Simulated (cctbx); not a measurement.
# CeErSiSnRh2 across an absorption edge

Space group P2_1/c (no. 14), a = 10.9980 Å, b = 5.8980 Å, c = 8.0700 Å, α = 90.00°, β = 94.22°, γ = 90.00°.

```
atom  mult.       x       y       z  Ueq (Å²)
 Er1      4  0.8571  0.8605  0.4607    0.0135
 Ce1      4  0.6256  0.3720  0.3335    0.0166
 Sn1      4  0.4169  0.3653  0.0352    0.0162
 Rh1      4  0.3282  0.4045  0.3245    0.0166
 Rh2      4  0.9558  0.4040  0.3409    0.0202
 Si1      4  0.8570  0.1481  0.1251    0.0222
```

This is a model crystal, built by substitution and not relaxed, with assumed displacement parameters.

Calculated with cctbx: free-atom f′ and f″ from the Sasaki tables, no fine structure; amplitudes in electrons.

| E (eV) | F 3 0 0 | F 2 1 1 | F 1 0 2 | F 1 1 0 |
| --- | --- | --- | --- | --- |
| 7758 | 168.3 | 17.6 | 98.7 | 124.5 |
| 8108 | 175.7 | 18.2 | 100.4 | 118.9 |
| 8238 | 181.5 | 19.6 | 101.7 | 114.8 |
| 8298 | 186.5 | 20.9 | 102.7 | 111.3 |
| 8328 | 191.7 | 22.4 | 103.7 | 107.7 |
| 8343 | 196.8 | 24.0 | 104.7 | 104.2 |
| 8350 | 201.4 | 25.4 | 105.6 | 101.0 |
| 8354 | 206.3 | 26.9 | 106.6 | 97.7 |
| 8362 | 205.5 | 30.2 | 106.1 | 98.2 |
| 8366 | 199.6 | 28.5 | 104.9 | 102.1 |
| 8373 | 194.5 | 27.0 | 104.0 | 105.5 |
| 8388 | 189.0 | 25.5 | 102.9 | 109.1 |
| 8418 | 183.7 | 23.9 | 101.9 | 112.6 |
| 8508 | 177.0 | 21.7 | 100.6 | 117.0 |
| 8758 | 171.4 | 19.3 | 99.7 | 120.4 |

**Question.** Which edge is crossed, and why do the reflections move as they do?

The L3 edge of Er. The edge is at 8358 eV. f′ of Er falls from -12.0 e at 8238 eV to -19.0 e at 4 eV below it, and f″ steps from 3.71 to 10.56 e across it. Over that approach |F| changes by +14 % (3 0 0), +37 % (2 1 1), +5 % (1 0 2) and -15 % (1 1 0): a reflection falls where Er scatters in phase with the total and rises where it scatters against it; it hardly moves where the Er term is small or cancels by symmetry. Above the edge the larger f″ enters the imaginary part, where it can add to or cancel the other atoms' f″. The structure is centrosymmetric, so Friedel mates stay equal.

[Logs are printed without paths, hosts, clocks, repeated set-up lines and the standing remarks that a program may print on its own settings, such as how far it seeks lower states.]
